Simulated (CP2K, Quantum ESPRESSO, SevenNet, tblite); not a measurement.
# Bulk modulus two ways: a static frame of glassy nearly rigid 61SiO2-11SrO-15BaO-13ZnO (mol %) from 1500 K (120 atoms), SevenNet l3i5

The cell holds 120 atoms (28 Si, 5 Sr, 7 Ba, 6 Zn and 74 O). Recipe: 120 atoms (28 Si, 5 Sr, 7 Ba, 6 Zn, 74 O) placed at random at 3.38 g/cm³, melted at 4000 K for 10 ps at fixed volume with the Morse and Coulomb pair potential with partial charges (Pedone, Malavasi, Menziani, Cormack and Segre, J. Phys. Chem. B 110, 11780 (2006)). Snapshot at the end of a hold of 10 ps at 1500 K and fixed volume. Then the atoms were relaxed with SevenNet 0 in the fixed cell.

Calculated with SevenNet l3i5: SevenNet l3i5, trained on PBE(+U) plane-wave data, no dispersion term. The cell is scaled evenly by ±3 % in volume, and SevenNet 0 relaxes the atoms at each volume before the single point.

```
volume (Å³/atom)  energy less the middle row's (meV/atom)  pressure (GPa)
          14.926                                    2.468           1.714
          15.388                                    0.000           0.121
          15.850                                    1.923          -1.414
```

**Question.** Find the bulk modulus at the middle volume from the pressures and from the energies, and check the printed pressure against the slope of the energy (1 meV/Å³ = 0.16022 GPa).

Worked:

The step is h = 0.4616 Å³. From pressures: B = −V dP/dV = 15.388 × (1.714 − (-1.414)) / (2 × 0.4616) = 52.1 GPa.

From energies: B = V d²E/dV² = 15.388 × (2.468 + (1.923)) / 0.4616² = 317.1 meV/Å³ = 50.8 GPa.

Slope: P = −dE/dV = −(1.923 − (2.468)) / (2 × 0.4616) = 0.591 meV/Å³ = 0.09 GPa, against 0.12 GPa printed.

The two moduli agree within 3 %.

A central difference over ±3 % overstates P by about B(1 + B′)(0.03)²/6, some 0.04 GPa for B′ = 4. The atoms follow SevenNet 0, so this level's forces do work along the path, which enters the energies but not the printed pressures.

Limits: three points, a static cell at zero temperature, the cell shape held.

[Logs are printed without paths, hosts, clocks, repeated set-up lines and the standing remarks that a program may print on its own settings, such as how far it seeks lower states.]

[Hosts, paths, dates, database ids (printed as entryN), source tags and the programs' standing remarks are cut or masked in the printed files.]
